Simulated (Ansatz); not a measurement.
**MgS (Niningerite, Fm-3m): converging a phonon calculation**

Wanted: convergence of the phonons of MgS (Niningerite, Fm-3m) against cost.

Calculated with Ansatz 0.2.0; DFT PBE, scalar-relativistic, plane waves, PAW.

## Step 1: Set-up

The structure is cubic, space group Fm-3m (No. 225). Conventional cell: a = 5.230 Å, b = 5.230 Å, c = 5.230 Å, α = 90.00°, β = 90.00°, γ = 90.00°. Nearest to Mg lie 6 S at 2.61 Å. Nearest to S lie 6 Mg at 2.61 Å. Farther neighbours and most contacts between anions are not listed.

## Step 2: Relaxing to small forces for the phonons

Phonons need a cell at rest on their own settings, so the relaxation is repeated with tight tolerances on forces and stress, using the mesh and the filling of the phonon run that follows.

File input.yaml:

```yaml
crystal:
  lattice:
    - [0.0, 2.6148576574, 2.6148576574]
    - [2.6148576574, 0.0, 2.6148576574]
    - [2.6148576574, 2.6148576574, 0.0]
  atoms:
    - { symbol: Mg, position: [0.0, 0.0, 0.0] }
    - { symbol: S, position: [0.5, 0.5, 0.5] }
kpoints:
  mp_grid: { grid: [8, 8, 8] }
hamiltonian:
  xc: pbe
scf:
  occupations: { method: fixed }
output:
  forces: true
  stress: true
  eigenvalues: true
relax:
  adjacent_minimum: "off"
  f_tol: 0.001
  max_steps: 60
  cell: { stress_tol: 0.01 }
```

Command:

```bash
$ ansatz run input.yaml --threads 4 --pin off --max-ram 7168MiB --backend cpu --events-out ev --progress --plain --runs-dir out
```

Numbers of over 12 decimals in the logs are rounded to 6 here.

Log:

```text
Engine: ansatz 0.2.0, aarch64-unknown-linux-gnu
Pseudopotentials: kind: paw
Pseudopotential: Mg, paw, valence charge 10, recommended cutoff 420 eV (normal), Mg.paw.azcp
Pseudopotential: S, paw, valence charge 6, recommended cutoff 420 eV (normal), S.paw.azcp
Functional definition: PBE
  parameter kappa = 0.804
  parameter beta = 0.066725
  exchange = pbe_x(kappa = kappa, mu = beta*pi^2/3)
[...]
--- Relaxed structure (1 steps of the walk, 1 accepted, 1 SCFs on fresh bases) ---
  F+E_penalty+E_count = -2828.74876254 eV   max|allowed force component| = 2.439e-29 eV/Å   (the final SCF, on the basis selected at the relaxed cell)
  cell:  # Å, volume = 35.7581 Å³
    - [0.0, 2.6148576574, 2.6148576574]
    - [2.6148576574, 0.0, 2.6148576574]
    - [2.6148576574, 2.6148576574, 0.0]
  atoms:
    - { symbol: Mg, position: [0.0, 0.0, 0.0] }
    - { symbol: S, position: [0.500000, 0.500000, 0.500000] }
[key lines of the parts left out:]
SCF converged after 8 iterations
Free energy (F): -2828.748763 eV
Fermi energy:    6.214757 eV
P = ⅓ Tr σ = 0.0039 GPa (0.039 kbar)
```

Wall time 0.88 s (4 threads of Arm Neoverse V1, shared host); peak memory 0.28 GiB; 2.7 s of CPU time.

Little changed from the start: no atom moved by 0.005 Å and no cell edge by 0.1 %.

Numbers from this step:

| Item | Value |
| --- | --- |
| pressure | 0.003936 GPa |
| gap on the k-mesh | 2.757 eV |
| volume per atom | 17.88 Å³ |
| direct gap on mesh | 3.604 eV |

The forces vanish by symmetry and the pressure is 0.004 GPa, within the tolerances set. The cell now holds 17.88 Å³/atom.

## Step 3: Phonons on a q mesh

Stability and thermal properties need the whole zone. Linear response on a 4×4×4 q mesh gives force constants as far as a supercell of that size would, and the tensors from the zone-centre run are typed in so that the long-range dipole term is interpolated apart.

input.yaml, the sections that differ from step 2:

```yaml
output:
  eigenvalues: true
phonons:
  method: dfpt
  qmesh: [4, 4, 4]
  temperatures: { t_max: 1000, t_step: 50 }
  qpath:
    path:
      - [[0.0, 0.0, 0.0], [0.5, 0.0, 0.5], [0.625, 0.25, 0.625]]
      - [[0.375, 0.375, 0.75], [0.0, 0.0, 0.0], [0.5, 0.5, 0.5], [0.5, 0.25, 0.75], [0.5, 0.0, 0.5]]
    npoints: 10
  non_analytic_term:
    high_frequency_dielectric_tensor: [[5.4143, 0.0, 0.0], [0.0, 5.4143, 0.0], [0.0, 0.0, 5.4143]]
    born_effective_charges:
      - { species: Mg, tensor: [[2.3454, 0.0, 0.0], [0.0, 2.3454, 0.0], [0.0, 0.0, 2.3454]] }
      - { species: S, tensor: [[-2.3454, 0.0, 0.0], [0.0, -2.3454, 0.0], [0.0, 0.0, -2.3454]] }
    source: "zone-centre run at this cell"
# crystal, kpoints, hamiltonian, scf: as in step 2
# relax: removed
```

Log:

```text
[...]
Crystal: 2 atoms, lattice volume = 35.758 Å³
Basis set: ecut = 420 eV, 725 PW (Γ), exchange–correlation on 50×50×50 points (8 copies of the dense FFT grid, shifted against one another)
Bands: 12, of which v1, the nominal top of the filled ones, is band 8 counted from 1 (7 counted from 0)
Symmetry: 48 space group operations
k-points: 29 of 512
[...]
SCF iter   1: F=—  HF=-2828.748917 eV  |F-HF|=—  |Δ(HF+E_count)|=         —  Δρ=4.11e-4  dr2=4.69e-5  ethr=1.77e-3  ⟨swp⟩=5.7  Hψ=1885  notcnv=0  defer=44
[...]
SCF iter   8: F=-2828.748763 eV  HF=-2828.748763 eV  |F-HF|=0.00e0  |Δ(HF+E_count)|=  6.82e-12  Δρ=2.24e-8  dr2=2.11e-13  ethr=1.00e-12  ⟨swp⟩=4.3  Hψ=1294  notcnv=0
SCF 1 converged in 8 iterations: F = -2828.748763 eV  dr2 = 2.11e-13
[...]
NSCF: frozen V_eff on 29 k-points
[...]
DFPT response loops at q = (0, 0, 0) (fractional): preconditioner auto → none (the input reference at scf.mixing.eps_inf says where Resta's filter doesn't serve); β = 0.50; Broyden in place of MSR1
[...]
SCF converged after 8 iterations
Free energy (F): -2828.748763 eV
[...]
Internal energy: -2828.748763 eV  (E = F + TS)
E sigma→0 (E₀):  -2828.748763 eV
Fermi energy:    6.214756 eV
[...]
--- Band table (eV; the first three rows and the last of 29) ---
  k-point 0: bands = [... 4 lower, -6.3657, 6.2148, 6.2148, 6.2148, 9.8185, 14.1403, 14.1403, 14.1403]
  k-point 1: bands = [... 4 lower, -6.2174, 5.1789, 6.1169, 6.1169, 10.6246, 13.8205, 14.3795, 14.3795]
  k-point 2: bands = [... 4 lower, -5.8174, 3.4493, 5.9031, 5.9031, 11.1194, 13.9918, 13.9918, 14.4224]
  k-point 28: bands = [... 4 lower, -4.6953, 3.0596, 3.0596, 3.9035, 11.4074, 14.1241, 14.1241, 14.2162]
--- Phonons (Γ-DFPT): 2 representative perturbations + reference (Σ response iterations 6) ---
  ASR residual: 4.477e-6 → 0.000e0 eV/Å²; symmetrization residual: 3.170e-6 eV/Å²
  ASR residual per site (eV/Å²): 4.48e-6 2.65e-6
  Γ frequencies (cm⁻¹): 0.00 0.00 0.00 223.73 223.73 223.73
--- Phonons (arbitrary-q DFPT): 8 irreducible q on the 4×4×4 mesh ---
  q = [0.0000, 0.0000, 0.0000] (star 1, of the zone-centre solve; hermiticity 2.49e-6, symmetrization 5.80e-13): -0.00 0.00 0.00 223.73 223.73 223.73
  q = [0.0000, 0.0000, 0.2500] (star 8, 2 solved perturbations on 288 of 512 k-point pairs; hermiticity 7.87e-7, symmetrization 2.45e-13): 109.77 109.77 190.94 215.58 215.58 380.65
[...]
q = [0.0000, 0.2500, 0.2500] (star 6, 4 solved perturbations in 528 linear systems a pass and spin channel, the states on 164 of 512 k-point pairs; hermiticity 8.88e-7, symmetrization 3.27e-13): 107.75 107.75 205.09 238.17 238.17 307.53
[...]
sum rule: each row above includes the acoustic sum rule's correction from the zone centre's row sums; it moved no ω² by more than (0.22 cm⁻¹)²
  mesh force constants: q→R imaginary residual 3.01e-18; ASR residual 4.477e-6 → 0.000e0 eV/Å²; symmetrization residual 7.105e-15 eV/Å²
  interpolated dispersion: 63 rows × 6 modes
  density of states and harmonic sums: on the 20×20×20 q-mesh, interpolated from the force constants of a 4×4×4 supercell (with the dipole–dipole term of supplied tensors)
  largest difference from the sums on the solved wave vectors: F 9.37e-3 eV, S 1.34e-5 and C_V 3.98e-6 eV/K
  zero-point energy: 0.080507 eV/cell   skipped modes (ω ≤ 0): 3   left out of the sums: 6.25e-5 of the cell's modes: C_V's classical limit lies that fraction below 3 k_B per atom; for a crystal, a wire or a layer, F and S can be off by more, and a phonons.interpolated_qmesh denser along its periods is the remedy for the sampling
```

Wall time 50 s (4 threads); peak memory 0.74 GiB; 3.2 min of CPU time.

Reading the cycles: dr2 is the Hartree energy of the density residual (eV), the measure of convergence; HF is the Harris–Foulkes estimate of the energy, which meets the free energy F at convergence.

This step gave:

| Quantity | Value |
| --- | --- |
| sum-rule residual before enforcement | 4.48e-6 eV/Å² |
| lowest frequency on the path | 0 cm⁻¹ |
| point group | m-3m |
| highest frequency on the path or at a solved wavevector | 388.8 cm⁻¹ |
| mean frequency | 216.5 cm⁻¹ |
| Debye temperature (second moment) | 419 K |
| logarithmic mean frequency | 206.5 cm⁻¹ |
| highest optical mode at the zone centre (no LO-TO term) | 223.7 cm⁻¹ |
| lowest optical zone-centre mode | 223.7 cm⁻¹ |
| lowest mode on the q mesh (acoustic modes at Γ apart) | 107.8 cm⁻¹ |
| zero-point energy per atom | 40.25 meV |
| heat capacity at 300 K | 22.68 J/(mol atoms K) |
| vibrational entropy at 300 K | 26.36 J/(mol atoms K) |

Frequencies (cm⁻¹) solved at each irreducible wavevector; negative means imaginary. Frequencies by wavevector, by row:

```csv
q in reciprocal lattice units,star,mode 1,mode 2,mode 3,mode 4,mode 5,mode 6
0 0 0,1,0,0,0,223.7,223.7,223.7
0 0 0.25,8,109.8,109.8,190.9,215.6,215.6,380.6
0 0 -0.5,4,168.9,168.9,192.5,192.5,290.5,355.2
0 0.25 0.25,6,107.8,107.8,205.1,238.2,238.2,307.5
0 0.25 -0.5,24,148,178.7,220.3,226.9,261.3,293.7
0 0.25 -0.25,12,155.1,170.6,190.1,249.2,256.6,314
0 -0.5 -0.5,3,125.7,125.7,181.9,252.4,252.4,292.1
0.25 -0.5 -0.25,6,168.8,168.8,224.8,228.8,273.7,273.7
```

Interpolated from a 4×4×4 q mesh, with the LO-TO term (at Γ the limit along the path; where Γ stands inside the path, tables give the limit on arrival). Phonon branches along the path, in cm⁻¹:

```csv
point,branch 1,branch 2,branch 3,branch 4,branch 5,branch 6
Γ,0,0,0,224,224,389
halfway,108,108,205,238,238,308
X,126,126,182,252,252,292
halfway,134,153,182,247,260,290
U,154,179,210,231,272,282
jump to K,154,179,210,231,272,282
halfway,132,136,198,210,246,350
Γ,0,0,0,224,224,389
halfway,110,110,191,216,216,381
L,169,169,192,192,290,355
halfway,170,181,204,232,287,288
W,169,169,225,229,274,274
halfway,143,170,181,250,259,287
X,126,126,182,252,252,292
```

The phonon branches as a text plot (rows in cm⁻¹):

```
    381 |***                      ************
    364 |   *                    *            ***
    348 |                       *                ***
    332 |    **                *                    *
    316 |                                            *
    300 |      *     **      **                                 *
    284 |       * ***  **** *                   *********  *****
    267 |        *     ******                  *       *******
    251 |        *******   * ****             *        **   *****
    235 |  ******       ***    * ****                 *  ***
    219 |**      *         *        **********       *  * **
    203 |      *  **     ** *   ****          ***  *****    *
    186 |           *******  *** *          *    *******     ****
    170 |    **         *  ****                 *************
    154 |              * **  ***           *   *            ***
    138 |   *         ***       * **          *               **
    122 |       *******                   *  *                 **
    105 |      *                 *  *       *
     89 |  * **                   **     * *
     73 |   *                             *
     57 |  *                        **   *
     40 | *                             *
     24 | *                          *  *
      8 |*                            **
         Γ           X  U|K            Γ         L        W     X
```

Symmetry leaves 8 wavevectors to solve. The lowest mode among them, the acoustic zeros apart, lies at q = (0, 0.25, 0.25) and is real, 108 cm⁻¹.

## Step 4: Another q mesh, q mesh 2×2×2

The q mesh is changed to 2×2×2, to see how far the force constants must reach.

input.yaml, as its differences from that of step 3:

```diff
@@ -18,3 +18,3 @@
   method: dfpt
-  qmesh: [4, 4, 4]
+  qmesh: [2, 2, 2]
   temperatures: { t_max: 1000, t_step: 50 }
```

Log:

```text
[...]
Crystal: 2 atoms, lattice volume = 35.758 Å³
Basis set: ecut = 420 eV, 725 PW (Γ), exchange–correlation on 50×50×50 points (8 copies of the dense FFT grid, shifted against one another)
Bands: 12, of which v1, the nominal top of the filled ones, is band 8 counted from 1 (7 counted from 0)
Symmetry: 48 space group operations
k-points: 29 of 512
[...]
SCF iter   1: F=—  HF=-2828.748917 eV  |F-HF|=—  |Δ(HF+E_count)|=         —  Δρ=4.11e-4  dr2=4.69e-5  ethr=1.77e-3  ⟨swp⟩=5.7  Hψ=1885  notcnv=0  defer=44
[...]
SCF iter   8: F=-2828.748763 eV  HF=-2828.748763 eV  |F-HF|=0.00e0  |Δ(HF+E_count)|=  6.82e-12  Δρ=2.24e-8  dr2=2.11e-13  ethr=1.00e-12  ⟨swp⟩=4.3  Hψ=1294  notcnv=0
SCF 1 converged in 8 iterations: F = -2828.748763 eV  dr2 = 2.11e-13
[...]
SCF converged after 8 iterations
Free energy (F): -2828.748763 eV
[...]
Internal energy: -2828.748763 eV  (E = F + TS)
E sigma→0 (E₀):  -2828.748763 eV
Fermi energy:    6.214756 eV
[...]
--- Band table (eV; the first three rows and the last of 29) ---
  k-point 0: bands = [... 4 lower, -6.3657, 6.2148, 6.2148, 6.2148, 9.8185, 14.1403, 14.1403, 14.1403]
  k-point 1: bands = [... 4 lower, -6.2174, 5.1789, 6.1169, 6.1169, 10.6246, 13.8205, 14.3795, 14.3795]
  k-point 2: bands = [... 4 lower, -5.8174, 3.4493, 5.9031, 5.9031, 11.1194, 13.9918, 13.9918, 14.4224]
  k-point 28: bands = [... 4 lower, -4.6953, 3.0596, 3.0596, 3.9035, 11.4074, 14.1241, 14.1241, 14.2162]
[...]
ASR residual: 4.477e-6 → 0.000e0 eV/Å²; symmetrization residual: 3.170e-6 eV/Å²
  ASR residual per site (eV/Å²): 4.48e-6 2.65e-6
  Γ frequencies (cm⁻¹): 0.00 0.00 0.00 223.73 223.73 223.73
--- Phonons (arbitrary-q DFPT): 3 irreducible q on the 2×2×2 mesh ---
[...]
interpolated dispersion: 63 rows × 6 modes
[...]
```

It took 9.1 s on 4 threads; peak memory 0.46 GiB; 34 s of CPU time.

This step gave:

* mean frequency: 215.9 cm⁻¹
* Debye temperature (second moment): 420 K
* logarithmic mean frequency: 204.8 cm⁻¹
* lowest mode on the q mesh (acoustic modes at Γ apart): 125.7 cm⁻¹
* zero-point energy per atom: 40.15 meV
* vibrational entropy at 300 K: 26.56 J/(mol atoms K)

Frequencies (cm⁻¹) solved at each irreducible wavevector; negative means imaginary. Frequencies by wavevector, by row:

```csv
q in reciprocal lattice units,star,mode 1,mode 2,mode 3,mode 4,mode 5,mode 6
0 0 0,1,0,0,0,223.7,223.7,223.7
0 0 -0.5,4,168.9,168.9,192.5,192.5,290.5,355.2
0 -0.5 -0.5,3,125.7,125.7,181.9,252.4,252.4,292.1
```

Interpolated from a 2×2×2 q mesh, rough between the solved points, with the LO-TO term (at Γ the limit along the path; where Γ stands inside the path, tables give the limit on arrival). The phonon branches at the labelled points (cm⁻¹):

```csv
point,branch 1,branch 2,branch 3,branch 4,branch 5,branch 6
Γ,0,0,0,224,224,389
halfway,108,108,212,246,246,314
X,126,126,182,252,252,292
halfway,126,154,182,248,257,290
U,129,180,210,234,268,284
jump to K,129,180,210,234,268,284
halfway,124,144,181,214,257,354
Γ,0,0,0,224,224,389
halfway,112,112,190,213,213,380
L,169,169,192,192,290,355
halfway,157,158,220,226,277,309
W,168,168,214,216,276,276
halfway,142,162,181,244,261,288
X,126,126,182,252,252,292
```

The phonon branches as a text plot (rows in cm⁻¹):

```
    381 |***                      ************
    364 |   *                    *            ***
    348 |                       *                ***
    332 |    **                *                    *
    316 |      *             **                      **
    300 |            **                                *        *
    284 |       * ***  ******                   ******* ********
    267 |        *      **** ***               *       **  ***
    251 |      **********   *** **            *               ***
    235 |  **** **       ***   *  ***                  **   **
    219 |**    *  **       *    *   **********       *******
    203 |                ** *     **         **** ***      *
    186 |    **     *******  ** **          *    *          *****
    170 |               *  **  *                *****    *****
    154 |              *     **            *   *    *****   ***
    138 |   *         *    **  ** **          *               **
    122 |       ***********     **        *  *                 **
    105 |      *                 *  *       *
     89 |  * **                   **     * *
     73 |   *                             *
     57 | **                        **
     40 |                               **
     24 | *                          *  *
      8 |*                            **
         Γ           X  U|K            Γ         L        W     X
```

The mean frequency is 215.9 cm⁻¹, -0.6 cm⁻¹ against the base run.

The highest branch reaches 389 cm⁻¹ on this path, at Γ. No branch goes imaginary on this path.

## Step 5: Another q mesh, k-mesh 9×9×9, q mesh 3×3×3

The q mesh is changed to 3×3×3, to see how far the force constants must reach; the k mesh is 9×9×9, against 8×8×8 in the base run, so that the q mesh divides it.

input.yaml, as its differences from that of step 4:

```diff
@@ -9,3 +9,3 @@
 kpoints:
-  mp_grid: { grid: [8, 8, 8] }
+  mp_grid: { grid: [9, 9, 9] }
 hamiltonian:
@@ -18,3 +18,3 @@
   method: dfpt
-  qmesh: [2, 2, 2]
+  qmesh: [3, 3, 3]
   temperatures: { t_max: 1000, t_step: 50 }
```

Log:

```text
[...]
Crystal: 2 atoms, lattice volume = 35.758 Å³
Basis set: ecut = 420 eV, 725 PW (Γ), exchange–correlation on 50×50×50 points (8 copies of the dense FFT grid, shifted against one another)
Bands: 12, of which v1, the nominal top of the filled ones, is band 8 counted from 1 (7 counted from 0)
Symmetry: 48 space group operations
k-points: 35 of 729
[...]
k-point 34: bands = [... 4 lower, -4.7301, 2.7472, 3.3085, 4.1474, 11.3406, 13.5653, 13.8541, 15.2623]
[...]
ASR residual: 3.748e-5 → 0.000e0 eV/Å²; symmetrization residual: 9.568e-7 eV/Å²
  ASR residual per site (eV/Å²): 2.69e-6 3.75e-5
  Γ frequencies (cm⁻¹): 0.00 0.00 0.00 223.75 223.75 223.75
--- Phonons (arbitrary-q DFPT): 4 irreducible q on the 3×3×3 mesh ---
[...]
interpolated dispersion: 63 rows × 6 modes
[...]
[key lines of the parts left out:]
SCF converged after 9 iterations
Free energy (F): -2828.748912 eV
Fermi energy:    6.214578 eV
```

Run time: 30 s. Hardware: 4 threads; peak memory 0.66 GiB; 1.9 min of CPU time.

Frequencies (cm⁻¹) solved at each irreducible wavevector; negative means imaginary. Frequencies by wavevector, by row:

```csv
q in reciprocal lattice units,star,mode 1,mode 2,mode 3,mode 4,mode 5,mode 6
0 0 0,1,0,0,0,223.8,223.8,223.8
0 0 0.3333,8,137.2,137.2,208.2,208.2,239.6,372.3
0 0.3333 0.3333,6,120,120,234.9,245.4,245.4,270.1
0 0.3333 -0.3333,12,163.7,172.9,214.1,247.5,273.8,274.7
```

The mean frequency is 216.0 cm⁻¹, -0.5 cm⁻¹ against the base run, whose k mesh differs too.

## Step 6: Another q mesh, k-mesh 12×12×12, q mesh 6×6×6

The q mesh is changed to 6×6×6, to see how far the force constants must reach; the k mesh is 12×12×12, against 8×8×8 in the base run, so that the q mesh divides it.

input.yaml, as its differences from that of step 5:

```diff
@@ -9,3 +9,3 @@
 kpoints:
-  mp_grid: { grid: [9, 9, 9] }
+  mp_grid: { grid: [12, 12, 12] }
 hamiltonian:
@@ -18,3 +18,3 @@
   method: dfpt
-  qmesh: [3, 3, 3]
+  qmesh: [6, 6, 6]
   temperatures: { t_max: 1000, t_step: 50 }
```

Log:

```text
[...]
Crystal: 2 atoms, lattice volume = 35.758 Å³
Basis set: ecut = 420 eV, 725 PW (Γ), exchange–correlation on 50×50×50 points (8 copies of the dense FFT grid, shifted against one another)
Bands: 12, of which v1, the nominal top of the filled ones, is band 8 counted from 1 (7 counted from 0)
Symmetry: 48 space group operations
k-points: 72 of 1728
[...]
k-point 71: bands = [... 4 lower, -4.6957, 3.0594, 3.0594, 3.9033, 11.4073, 14.1239, 14.1239, 14.2161]
[...]
ASR residual: 1.209e-5 → 0.000e0 eV/Å²; symmetrization residual: 7.926e-8 eV/Å²
  ASR residual per site (eV/Å²): 1.21e-5 4.72e-6
  Γ frequencies (cm⁻¹): 0.00 0.00 0.00 223.75 223.75 223.75
--- Phonons (arbitrary-q DFPT): 16 irreducible q on the 6×6×6 mesh ---
[...]
interpolated dispersion: 63 rows × 6 modes
[...]
[key lines of the parts left out:]
SCF converged after 9 iterations
Free energy (F): -2828.748971 eV
Fermi energy:    6.214495 eV
```

Wall time 7.9 min (4 threads); peak memory 1.7 GiB.

Frequencies (cm⁻¹) solved at each irreducible wavevector; negative means imaginary. Frequencies by wavevector, by row:

```csv
q in reciprocal lattice units,star,mode 1,mode 2,mode 3,mode 4,mode 5,mode 6
0 0 0,1,0,0,0,223.8,223.8,223.8
0 0 0.1667,8,77,77,132.8,220.5,220.5,385.7
0 0 0.3333,8,137.3,137.3,208.3,208.3,239.6,372.3
0 0 -0.5,4,169,169,192.6,192.6,290.5,355.2
0 0.1667 0.1667,6,83.7,83.7,146.8,230.9,230.9,350.4
0 0.1667 0.3333,24,121.7,140.1,210.1,228.5,229.9,331.9
0 0.1667 -0.5,24,158.7,186.5,206.8,211.2,278,314.2
0 0.1667 -0.3333,24,160.8,170.3,190.7,232.4,265.7,325.6
0 0.1667 -0.1667,12,120.2,121.7,192.9,206.9,239.2,358.7
0 0.3333 0.3333,6,120,120,234.9,245.4,245.4,270.1
0 0.3333 -0.5,24,137,162.6,201.6,240.6,262.5,285.2
0 0.3333 -0.3333,12,163.7,172.9,214.1,247.5,273.8,274.7
0 -0.5 -0.5,3,125.7,125.7,181.9,252.5,252.5,292.2
0.1667 0.3333 -0.5,24,148.7,169.4,202.4,252,255.6,291.3
0.1667 0.3333 -0.3333,24,170.5,174.2,214.5,246.2,263.4,281.6
0.1667 -0.5 -0.3333,12,153.6,177.3,188.8,248.8,263.4,283.4
```

The mean frequency is 216.5 cm⁻¹, +0.0 cm⁻¹ against the base run, whose k mesh differs too.

(Part 1 of 3 ends here.)

[Logs are printed without paths, hosts, clocks, repeated set-up lines and the standing remarks that a program may print on its own settings, such as how far it seeks lower states.]

[Hosts, paths, dates, database ids (printed as entryN), source tags and the programs' standing remarks are cut or masked in the printed files.]
